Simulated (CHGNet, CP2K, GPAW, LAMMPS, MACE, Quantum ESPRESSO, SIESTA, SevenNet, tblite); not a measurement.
# Forces in glassy 67P2O5-33MgO (mol %) (80 atoms), program by program

One geometry of glassy 67P2O5-33MgO (mol %) (80 atoms) is solved by several programs and methods. How far do their forces lie from a plane-wave PBE run?

Results are calculated, not measured.

## (1) The cell

The cell holds 80 atoms (20 P, 5 Mg and 55 O), with edges of 9.95, 9.95 and 9.95 Å. Recipe: 80 atoms (20 P, 5 Mg, 55 O) placed at random at 2.73 g/cm³, melted at 4000 K for 10 ps at fixed volume with the Morse and Coulomb pair potential with partial charges (Pedone, Malavasi, Menziani, Cormack and Segre, J. Phys. Chem. B 110, 11780 (2006)). Quenched from 4000 K to 300 K at 25 K/ps and fixed volume, held 5 ps. The density is 2.73 g/cm³.

## (2) The reference input

Quantum ESPRESSO 7.5: Kohn-Sham DFT, PBE, SSSP efficiency 1.3.0 pseudopotentials, plane waves. Its input, pw.in:

```
&control
  calculation = 'scf'
  pseudo_dir = './pseudo'
  outdir = './tmp'
  disk_io = 'none'
  tprnfor = .true.
  tstress = .true.
/
&system
  ibrav = 0
  nat = 80
  ntyp = 3
  ecutwfc = 60
  ecutrho = 480
  nosym = .true.
  occupations = 'smearing'
  smearing = 'fd'
  degauss = 0.003675
/
&electrons
  conv_thr = 4.0e-07
  electron_maxstep = 100
  mixing_beta = 0.4
  mixing_mode = 'plain'
  diagonalization = 'david'
/
ATOMIC_SPECIES
P 30.974 P.upf
Mg 24.305 Mg.upf
O 15.999 O.upf
CELL_PARAMETERS angstrom
9.95170 0.00000 0.00000
0.00000 9.95170 0.00000
0.00000 0.00000 9.95170
ATOMIC_POSITIONS crystal
P 0.28354 0.47626 0.32825
P 0.84456 0.27496 0.02867
P 0.02745 0.89099 0.65276
P 0.85996 0.16239 0.54636
[... 74 atom lines left out ...]
O 0.55801 0.76392 0.24081
O 0.03931 0.49884 0.63204
K_POINTS gamma
```

```console
$ OMP_NUM_THREADS=1 mpirun -np 4 pw.x -in pw.in > output.txt
```

It took 2.5 min on 4 MPI ranks of Arm Neoverse V1, shared host; peak memory 3 GiB; 9.9 min of CPU time.

It converged with an r.m.s. force component of 1.3 eV/Å and a pressure of -0.90 GPa.

Its highest filled and lowest empty levels lie 1.24 eV apart on its k-points.

## (3) What was run beside it

- CHGNet: machine-learned potential, published weights.
- CP2K 2026.2: Gaussian basis with GTH pseudopotentials and a plane-wave density; labels give functional, basis (MOLOPT sets; SR short-range, UZH the newer set with its own potentials), grid cutoff/relative cutoff and solver (OT: orbital transformation; TRS4, TC2, SIGN: linear-scaling purification with its sparsity filter), or its built-in tight binding.
- GPAW 26.7.0: PAW with atomic orbitals (LCAO), plane waves or a real-space grid of spacing h.
- MACE: machine-learned potential, published weights.
- SIESTA 5.4.2: numerical atomic orbitals, whose automatically made sets are far from complete, with PseudoDojo norm-conserving potentials that we converted to its format (checked against plane waves on the same files for H, C, O, Si, Ge and Ca alone); labels give functional, basis size, energy shift and mesh cutoff.
- SevenNet: machine-learned potential, published weights.
- tblite 0.8.0: extended tight binding, driven from Python.

All use the same cell and atoms, and the electronic-structure runs the same k-mesh.

## (4) All runs compared

Differences are against the reference: forces as r.m.s. over components, share as that over the reference's r.m.s. force, slope as the fitted ratio of a run's forces to the reference's.

```
                                                                       run  Δ force, r.m.s. (meV/Å)  share (%)  slope  Δ pressure (GPa)  Δ gap (eV)  cores  CPU time  memory (GiB)
                                                                 reference                        -          -      -                 -           -      4   9.9 min           3.0
                                                    CHGNet 0.3.0 potential                      318       24.0  0.898             0.209           -      1     4.5 s           1.1
                                                    CP2K GFN1-xTB, OT DIIS                      589       44.4  0.836              2.40           -      1      34 s          0.33
                     CP2K PBE, DZVP-MOLOPT-SR, 1200/60 Ry, diagonalisation                      173       13.1  1.041              1.10      -0.299      4   6.7 min           9.6
                     CP2K PBE, DZVP-MOLOPT-SR, 420/60 Ry, OT DIIS (coarse)                      702       52.9  1.000              1.28      -0.301      2   7.7 min          0.95
                     CP2K PBE, DZVP-MOLOPT-SR, 600/60 Ry, OT DIIS (coarse)                      286       21.6  1.053              1.14      -0.301      2   8.8 min           1.4
                     CP2K PBE, SZV-MOLOPT-SR, 1200/60 Ry, OT DIIS (coarse)                     2834        213  1.393              46.3           -      2    15 min           3.5
CP2K PBE, SZV-MOLOPT-SR, 1200/60 Ry, TRS4 filter 1e-03, SCF 1e-04 (coarse)                     2895        218  1.306              50.3           -      2   1.8 min           3.5
          CP2K revPBE, PBE potentials, DZVP-MOLOPT-SR, 1200/60 Ry, OT DIIS                      198       14.9  1.046              2.57      -0.305      4    13 min           5.3
                                              GPAW PBE, LCAO dzp, h 0.18 Å                      469       35.3  1.124                 -      -0.280      1   1.9 min           1.2
                        GPAW PBE, LCAO dzp, h 0.18 Å, other mixer settings                      468       35.3  1.125                 -      -0.280      2     3 min           1.4
                                 GPAW PBE, LCAO sz(dzp), h 0.18 Å (coarse)                     2840        214  1.291                 -      -0.946      1      69 s          0.99
                                GPAW PBE, LCAO szp(dzp), h 0.18 Å (coarse)                      599       45.2  1.263                 -      -0.726      1   1.9 min           1.2
                                                    GPAW PBE, grid h 0.2 Å                     80.5       6.06  1.023                 -       0.021      2   8.3 min           1.7
                                               MACE MPA-0 medium potential                      214       16.1  0.917            -0.297           -      1      10 s           1.1
                       SIESTA PBE, DZ, shift 0.01 Ry, mesh 500 Ry (coarse)                     2066        156  1.258              27.8      -0.543      2   2.1 min           1.2
                               SIESTA PBE, DZP, shift 0.01 Ry, mesh 500 Ry                      262       19.7  1.089              1.98      -0.346      2   4.2 min           1.7
                       SIESTA PBE, SZ, shift 0.01 Ry, mesh 500 Ry (coarse)                     2912        219  1.368              42.0           -      1     2 min          0.79
                      SIESTA PBE, SZP, shift 0.01 Ry, mesh 500 Ry (coarse)                      763       57.5  1.302              10.7      -0.789      2   4.2 min           1.6
                                                      SevenNet 0 potential                      248       18.7  0.949            -0.795           -      1     9.8 s          0.97
                                                           tblite GFN1-xTB                      590       44.4  0.832              2.89           -      1     4.8 s          0.12
```

Rows marked coarse were listed beforehand as settings not expected to be converged; some can still land near the reference.

Times of the machine-learned potentials are mostly Python's start and the loading of weights.

Runs without a result: CP2K PBE, SZV-MOLOPT-SR, 1200/60 Ry, TRS4 filter 1e-07, SCF 1e-07 (cut off at its time limit); CP2K PBE, SZV-MOLOPT-SR, 1200/60 Ry, TRS4 filter 1e-04, SCF 1e-05 (cut off at its time limit).

CPU time is summed over cores on shared hosts, so it is rough.

## (5) Findings

Forces lie from 6.1 % (GPAW PBE, grid h 0.2 Å) to 219 % (SIESTA PBE, SZ, shift 0.01 Ry, mesh 500 Ry, coarse) of the reference's r.m.s. force of 1.3 eV/Å away from it. Other PBE runs on plane waves or a grid: GPAW PBE, grid h 0.2 Å 6.1 % of the r.m.s. force; potentials, cutoffs or grids differ between them, and this table alone doesn't tell which side is nearer the exact PBE result. The PBE runs in local orbitals, coarse settings apart, differ by 13 % (CP2K PBE, DZVP-MOLOPT-SR, 1200/60 Ry, diagonalisation) to 35 % (GPAW PBE, LCAO dzp, h 0.18 Å); basis, grid and potentials can all enter. Tight binding differs by 44 % in each run; it is another model, with fitted parameters of its own, and the xTB methods hold dispersion.

Machine-learned potentials differ by 16 % (MACE MPA-0 medium potential) to 24 % (CHGNet 0.3.0 potential); they were trained on other programs' data. Rows with another functional or a dispersion term differ by 15 % (CP2K revPBE, PBE potentials, DZVP-MOLOPT-SR, 1200/60 Ry, OT DIIS), which mixes the change of model with differences of basis and potentials, some of them made for another functional. Runs with settings chosen to be coarse differ by 22 % (CP2K PBE, DZVP-MOLOPT-SR, 600/60 Ry, OT DIIS) to 219 % (SIESTA PBE, SZ, shift 0.01 Ry, mesh 500 Ry), their programs' other errors included. GPAW PBE, LCAO szp(dzp), h 0.18 Å stiffens the forces by a factor of 1.26 while following their directions (correlation 0.960). From CP2K PBE, DZVP-MOLOPT-SR, 420/60 Ry, OT DIIS to the finer CP2K PBE, DZVP-MOLOPT-SR, 1200/60 Ry, diagonalisation the share falls from 53 to 13 %. Pressures at PBE, coarse settings apart, lie +1.10 to +1.98 GPa from the reference's. Gaps at PBE, coarse settings apart, lie -0.35 to +0.02 eV from the reference's. A pressure off by over 25 GPa (CP2K PBE, SZV-MOLOPT-SR, 1200/60 Ry, OT DIIS, CP2K PBE, SZV-MOLOPT-SR, 1200/60 Ry, TRS4 filter 1e-03, SCF 1e-04, SIESTA PBE, DZ, shift 0.01 Ry, mesh 500 Ry and 1 more) is no usable stress for this cell.

Caveats: The potentials hold different valence shells: 440 electrons in the reference, 480 in CP2K with SZV-MOLOPT-SR, 480 in GPAW and 480 in SIESTA; this bears on time and differences. The reference's pressure holds the uncorrected Pulay stress of its 60 Ry basis, so small pressure differences may be the reference's own error. In our tests on small cells the SSSP efficiency potentials stood apart from two norm-conserving sets, for C–F bonds most and for P–O bonds less, so differences from this reference needn't be the other run's error. Machine-learned potentials mimic data converged in k, so the reference's own k-point error enters their differences. The quench rate of 25 K/ps is many orders above laboratory rates, so the cell is likely richer in defects and strain than a real sample. The network of bonds at the start is that of the classical potential that made the cell, and needn't be the one that DFT or experiment would give. The electronic-structure runs sample only Γ, in a cell whose shortest periodic width is 10 Å. Where levels are smeared, the DFT runs use Fermi–Dirac occupations at 580 K (0.05 eV), and energies are free energies. The reference's cutoffs and mesh weren't converged further here.

[Logs are printed without paths, hosts, clocks, repeated set-up lines and the standing remarks that a program may print on its own settings, such as how far it seeks lower states.]

[Hosts, paths, dates, database ids (printed as entryN), source tags and the programs' standing remarks are cut or masked in the printed files.]

[Cells were taken only where this reference lay near another plane-wave run.]
